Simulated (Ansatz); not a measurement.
# Work function of Rh(100): what the settings cost and change, part 2 of 2

Aim: the work function of Rh(100) across levels of theory at one geometry.

Ansatz 0.2.0; plane-wave DFT, PBE, Ansatz PAW (the session's first sound run).

So far, work function, upper face (eV): step 2 (slab, setting PBE, Ansatz PAW (420 eV)) 5.05; step 5 (RPBE) 4.87; step 6 (r2SCAN) 5.06; step 7 (PBE JTH) 5.06; step 8 (PBE norm-conserving) 5.06.

### Step 9. Run

This step: plane-wave DFT, LDA, norm-conserving (Ansatz 0.2.0).

Input file input.yaml:

```yaml
crystal:
  lattice:
    - [2.6870057685, 0.0, 0.0]
    - [0.0, 2.6870057685, 0.0]
    - [0.0, 0.0, 29.4]
  atoms:
    - { symbol: Rh, position: [0.0, 0.0, 0.306122449] }
    - { symbol: Rh, position: [0.5, 0.5, 0.3707482993] }
    - { symbol: Rh, position: [0.0, 0.0, 0.4353741497] }
    - { symbol: Rh, position: [0.5, 0.5, 0.5] }
    - { symbol: Rh, position: [0.0, 0.0, 0.5646258503] }
    - { symbol: Rh, position: [0.5, 0.5, 0.6292517007] }
    - { symbol: Rh, position: [0.0, 0.0, 0.693877551] }
kpoints:
  mp_grid: { grid: [15, 15, 1] }
hamiltonian:
  xc: lda
  pseudopotentials: { kind: nc }
scf:
  occupations: { method: fermi_dirac, width: 0.1 }
  convergence: { dr2_threshold: 1.0e-09 }
efield:
  axis: 3
  dipole_correction: true
  ramp_position: 0.97
  ramp_width: 0.06
output:
  write_potential: true
  write_density: true
  volumetric_format: npy
```

The run is started by

```console
> ansatz run input.yaml --threads 4 --pin off --max-ram 6144MiB --backend cpu --events-out ev --progress --plain --runs-dir out
```

Numbers of over 12 decimals in the logs are rounded to 6 here.

The log of the run:

```text
[...]
Crystal: 7 atoms, lattice volume = 212.268 Å³
Basis set: ecut = 1197.300995 eV, 19989 PW (Γ)
Bands: 72, of which v1, the nominal top of the filled ones, is band 60 counted from 1 (59 counted from 0)
Symmetry: 8 space group operations
k-points: 36 of 225
[...]
k-point 0: bands = [... 56 lower, 6.4638, 6.7853, 6.9194, 6.9194, 7.1428, 7.4872, 7.6044, 7.6255, ... 8 higher]
  k-point 1: bands = [... 56 lower, 6.4802, 6.6894, 6.7002, 6.8341, 7.2582, 7.2609, 7.3101, 7.4978, ... 8 higher]
  k-point 2: bands = [... 56 lower, 6.2839, 6.4345, 6.5423, 6.7347, 6.7775, 7.0900, 7.2921, 7.5015, ... 8 higher]
  k-point 35: bands = [... 56 lower, 7.9694, 8.0755, 8.0866, 8.0950, 8.1012, 8.5857, 8.6095, 10.8009, ... 8 higher]
[key lines of the parts left out:]
SCF converged after 9 iterations
Free energy (F): -22344.771539 eV
Fermi energy:    7.161190 eV
Dipole field:    D = -0.000000 V/Å  (p = -0.000000 e·Å, saw-weighted, corrected)
Work function:   Φ+ = 5.4425 eV   Φ− = 5.4425 eV
```

Elapsed: 3.3 min, on 4 threads of Arm Neoverse N1, shared host; peak memory 3 GiB; 11 min of CPU time.

The work function is 5.443 eV, +0.388 eV from the run “PBE, Ansatz PAW (420 eV)”, at 4.0 times its CPU time.

### Step 10. Slab, setting PBE, all layers relaxed

This step: plane-wave DFT, PBE, Ansatz PAW (Ansatz 0.2.0).

input.yaml, as its differences from that of step 9:

```diff
@@ -16,4 +16,3 @@
 hamiltonian:
-  xc: lda
-  pseudopotentials: { kind: nc }
+  xc: pbe
 scf:
@@ -26,2 +25,5 @@
   ramp_width: 0.06
+relax:
+  f_tol: 0.01
+  max_steps: 40
 output:
```

The log of the run:

```text
[...]
Crystal: 7 atoms, lattice volume = 212.268 Å³
Basis set: ecut = 420 eV, 4199 PW (Γ), exchange–correlation on 36×36×400 points (8 copies of the dense FFT grid, shifted against one another)
Bands: 72, of which v1, the nominal top of the filled ones, is band 60 counted from 1 (59 counted from 0)
Symmetry: 8 space group operations
k-points: 36 of 225
[...]
F+E_penalty+E_count = -44818.21787487 eV   max|allowed force component| = 4.890e-3 eV/Å
  atoms:
    - { symbol: Rh, position: [0, 0.0, 0.305408] }
    - { symbol: Rh, position: [0.5, 0.5, 0.368506] }
    - { symbol: Rh, position: [0, 0.0, 0.434254] }
    - { symbol: Rh, position: [0.5, 0.5, 0.500000] }
    - { symbol: Rh, position: [0, 0.0, 0.565746] }
    - { symbol: Rh, position: [0.5, 0.5, 0.631494] }
    - { symbol: Rh, position: [0, 0.0, 0.694592] }
[key lines of the parts left out:]
SCF converged after 7 iterations
Free energy (F): -44818.217875 eV
Fermi energy:    7.385935 eV
Dipole field:    D = -0.000000 V/Å  (p = -0.000000 e·Å, saw-weighted, corrected)
Work function:   Φ+ = 5.0657 eV   Φ− = 5.0657 eV
```

Elapsed: 2.6 min, on 4 threads; peak memory 0.8 GiB; 8 min of CPU time.

The relaxation took 4 steps and lowered the energy by 0.032 eV; the largest force on the free atoms ends at 0.0049 eV/Å.

The work function is 5.066 eV, +0.011 eV from the run “PBE, Ansatz PAW (420 eV)”, at 2.9 times its CPU time.

### Step 11. Slab

This step: plane-wave DFT, PBE, fully relativistic PAW with spin-orbit coupling (Ansatz 0.2.0).

input.yaml, as its differences from that of step 10:

```diff
@@ -17,2 +17,3 @@
   xc: pbe
+  pseudopotentials: { kind: paw_fr }
 scf:
@@ -25,5 +26,5 @@
   ramp_width: 0.06
-relax:
-  f_tol: 0.01
-  max_steps: 40
+magnetization:
+  noncollinear: true
+  spin_orbit: true
 output:
```

The log of the run:

```text
[...]
non-collinear run that drives no moment, with spin-orbit: no starting moment large enough to seed its density (crystal.atoms[].spin), no starting occupations that ask for one, no magnetisation constraint and no magnetic field, so the semilocal B_xc is pinned to zero
Crystal: 7 atoms, lattice volume = 212.268 Å³
[...]
k-point 1: bands = [... 115 lower, 6.9284, 6.9722, 6.9722, 7.0782, 7.0782, 7.4577, 7.4577, 7.4948, ... 21 higher]
  k-point 2: bands = [... 115 lower, 6.6744, 6.7897, 6.7897, 6.9638, 6.9638, 7.0323, 7.0323, 7.3286, ... 21 higher]
  k-point 35: bands = [... 115 lower, 8.3199, 8.3352, 8.3352, 8.3479, 8.3479, 8.3604, 8.3604, 8.8218, ... 21 higher]
[key lines of the parts left out:]
SCF converged after 12 iterations
Magnetization: |M| = 0.0000 μB,  M = (+0.0000, +0.0000, +0.0000) μB
Free energy (F): -44830.876410 eV
Fermi energy:    7.401960 eV
Dipole field:    D = 0.000000 V/Å  (p = 0.000000 e·Å, saw-weighted, corrected)
Work function:   Φ+ = 5.0502 eV   Φ− = 5.0502 eV
```

Elapsed: 6.2 min, on 4 threads; peak memory 3.5 GiB.

The work function is 5.050 eV, -0.005 eV from the run “PBE, Ansatz PAW (420 eV)”, at 7.9 times its CPU time.

### Step 12. Side by side

Times are for 4 threads of Arm Neoverse N1, shared host. Results by setting:

| no. | setting | work function, upper face (eV) | time | memory (GiB) |
| --- | --- | --- | --- | --- |
| 1 | PBE, Ansatz PAW (420 eV) | 5.055 | 43 s | 0.90 |
| 2 | LDA, Ansatz PAW (420 eV) | 5.441 | 45 s | 0.90 |
| 3 | PBEsol, Ansatz PAW (420 eV) | 5.180 | 53 s | 0.90 |
| 4 | RPBE, Ansatz PAW (420 eV) | 4.874 | 58 s | 0.90 |
| 5 | r2SCAN, Ansatz PAW (500 eV) | 5.063 | 2.3 min | 1.3 |
| 6 | PBE, JTH PAW (2100 eV) | 5.057 | 11 min | 5.2 |
| 7 | PBE, norm-conserving (1197 eV) | 5.056 | 3.5 min | 3.0 |
| 8 | LDA, norm-conserving (1197 eV) | 5.443 | 3.3 min | 3.0 |
| 9 | PBE, all layers relaxed | 5.066 | 2.6 min | 0.80 |
| 10 | PBE with spin-orbit coupling (420 eV) | 5.050 | 6.2 min | 3.5 |

### Step 13. The same run with other settings

This step: plane-wave DFT, PBE, Ansatz PAW (Ansatz 0.2.0).

An input spoilt on purpose, to show how the run answers: it repeats the earlier run “PBE, Ansatz PAW (420 eV)” with scf.max_iter to 3; its output block differs too.

input.yaml, as its differences from that of step 11:

```diff
@@ -17,3 +17,2 @@
   xc: pbe
-  pseudopotentials: { kind: paw_fr }
 scf:
@@ -21,2 +20,3 @@
   convergence: { dr2_threshold: 1.0e-09 }
+  max_iter: 3
 efield:
@@ -26,5 +26,2 @@
   ramp_width: 0.06
-magnetization:
-  noncollinear: true
-  spin_orbit: true
 output:
```

The log of the run:

```text
Engine: ansatz 0.2.0, aarch64-unknown-linux-gnu
Pseudopotentials: kind: paw
Pseudopotential: Rh, paw, valence charge 17, recommended cutoff 420 eV (normal), Rh.paw.azcp
Functional definition: PBE
  parameter kappa = 0.804
  parameter beta = 0.066725
  exchange = pbe_x(kappa = kappa, mu = beta*pi^2/3)
  correlation = pbe_c(beta = beta)
Crystal: 7 atoms, lattice volume = 212.268 Å³
Basis set: ecut = 420 eV, 4199 PW (Γ)
Bands: 72, of which v1, the nominal top of the filled ones, is band 60 counted from 1 (59 counted from 0)
Symmetry: 8 space group operations
k-points: 36 of 225
Non-local potential: Rh, projectors of the file, l = 0: 3, l = 1: 2, l = 2: 2, l = 3: 1
PAW form: soft (Blöchl's): semilocal exchange-correlation on the pseudo side does not see the compensation charge
PAW one-centre angular grid: Rh, 590 points (default); XC on 64 Gauss nodes
Initial density: superposition of atomic densities (neutral atoms: chi_scale 0, normalization atom), corrected by the library's trained network
Initial wavefunctions: pseudopotential atomic-orbital guess
Functional: x = pbe(κ = 0.804, μ = 0.219515), c = pbe(β = 0.066725)
SCF iter   1: F=—  HF=-44818.192493 eV  |F-HF|=—  |Δ(HF+E_count)|=         —  Δρ=5.06e-3  dr2=2.89e-1  ethr=1.77e-3  p=0.000 e·Å  D=2.07e-13 V/Å  ΔV_dip=-0.00 eV  dr2_dipole=8.35e-14  V_vac-E_F(+/−)=4.74/4.74 eV  ⟨swp⟩=8.3  Hψ=27835  notcnv=0
efield: sawtooth ramp at fractional position 0.9700 (set: `efield.ramp_position`, or a place that a band, a saddle search or an elastic batch's reference lends), width 0.0600; the density the first Hamiltonian is built on has a dipole p = 0.000 e·Å; the dipole correction subtracts the counter field D = 2.07e-13 V/Å, which shifts the + side's vacuum level by -0.00 eV against the − side's; the planar-averaged density in the ramp window peaks in size at 4.2e-6 e/Å³
preconditioner: auto → LDOS  [metal: Δε(μ)=0.007 eV  Ē_g=5.752 eV  σ=0.100 eV  W_gap=0.02  n_scr=50 (ndim 8)  ℏωp=20.2 eV  f_vac=0.503  D(μ)=10.22/eV (n_scr^D=94)  β→1.0]
SCF iter   2: F=—  HF=-44818.188688 eV  |F-HF|=—  |Δ(HF+E_count)|=   3.80e-3  Δρ=3.27e-3  dr2=2.06e-2  ethr=2.43e-4  p=-0.000 e·Å  D=-4.69e-8 V/Å  ΔV_dip=0.00 eV  dr2_dipole=2.40e-14  V_vac-E_F(+/−)=5.06/5.06 eV  ⟨swp⟩=8.0  Hψ=17157  notcnv=0
SCF iter   3: F=—  HF=-44818.186330 eV  |F-HF|=—  |Δ(HF+E_count)|=   2.36e-3  Δρ=1.32e-3  dr2=5.90e-3  ethr=1.73e-5  p=-0.000 e·Å  D=-3.31e-8 V/Å  ΔV_dip=0.00 eV  dr2_dipole=1.28e-12  V_vac-E_F(+/−)=5.00/5.00 eV  ⟨swp⟩=7.1  Hψ=15915  notcnv=0
Error: did not converge after 3 iterations: dr2 = 5.90e-3 (threshold 1.00e-9), under the density mixer `msr1`, which `scf.mixing.algorithm: auto` chose by the deck's other keys (type `scf.mixing.algorithm: msr1` to keep it); raise `scf.max_iter`, which need not help a stalled SCF, or adjust the mixing (`scf.mixing`) or, under a smearing, its width (`scf.occupations.width`, in either direction: another width is another result); this SCF holds its density and magnetisation to the symmetry operations that it keeps, and cannot end on a state that breaks one of them: if the state sought breaks one, re-run with `crystal.symmetry.detect: [rest of the remark cut]
```

It took 36 s on 4 threads; peak memory 0.72 GiB.

No converged result was reached; the numbers in the log don't describe the system.

The program's message: “Error: did not converge after 3 iterations: dr2 = 5.90e-3 (threshold 1.00e-9), under the density mixer `msr1`, which `scf.mixing.algorithm: auto` chose by the deck's other keys (type `scf.mixing.algor …”

The fault put into the input: too few SCF iterations.

### Step 14. Results

```json
{
 "work function, PBE, Ansatz PAW (420 eV)": "5.055 eV",
 "work function, LDA, Ansatz PAW (420 eV)": "5.441 eV",
 "work function, RPBE, Ansatz PAW (420 eV)": "4.874 eV",
 "work function, r2SCAN, Ansatz PAW (500 eV)": "5.063 eV",
 "work function, LDA, norm-conserving (1197 eV)": "5.443 eV",
 "work function, PBE, all layers relaxed": "5.066 eV",
 "work function, PBE with spin-orbit coupling (420 eV)": "5.050 eV"
}
```

**Reading.** PBE on the default files gives 5.05 eV, and the settings tried spread the value from 4.87 to 5.44 eV. At one geometry LDA lies 0.39 eV above PBE. The choice of pseudopotentials moves the PBE value by 0.002 eV. Relaxing the layers changes it by +0.011 eV. Spin-orbit coupling, on the fully relativistic files, changes it by -0.00 eV. The ladder's slabs use the tabulated experimental lattice constant (two decimals; a low-temperature value for the alkali metals).

Comparison with the measured values:

| quantity | measured | PBE, Ansatz PAW (420 eV) | PBEsol, Ansatz PAW (420 eV) | RPBE, Ansatz PAW (420 eV) | LDA, norm-conserving (1197 eV) | PBE, all layers relaxed | PBE with spin-orbit coupling (420 eV) |
| --- | --- | --- | --- | --- | --- | --- | --- |
| work function (clean (100) face, a compiled value) (eV) | 5.3 | 5.05 (-0.25 eV) | 5.18 (-0.12 eV) | 4.87 (-0.43 eV) | 5.44 (+0.14 eV) | 5.07 (-0.23 eV) | 5.05 (-0.25 eV) |

Of 8 levels, the nearest, the farthest and some others are shown.

Measured values from arxiv:1902.07811 (2019).

Verdict: For the work function, of the levels listed nearest comes PBEsol, Ansatz PAW (420 eV) (-0.12 eV, good agreement) and farthest RPBE, Ansatz PAW (420 eV) (-0.43 eV, a clear miss). The grades are ours: good and fair within 3 and 7 % for the work function.

[Logs are printed without paths, hosts, clocks, repeated set-up lines and the standing remarks that a program may print on its own settings, such as how far it seeks lower states.]

[Hosts, paths, dates, database ids (printed as entryN), source tags and the programs' standing remarks are cut or masked in the printed files.]

[Maps of the electrostatic potential energy from Ansatz leave out the sawtooth potential of an applied field or a dipole correction, so their vacuum need not be flat; planar profiles and work functions include it.]
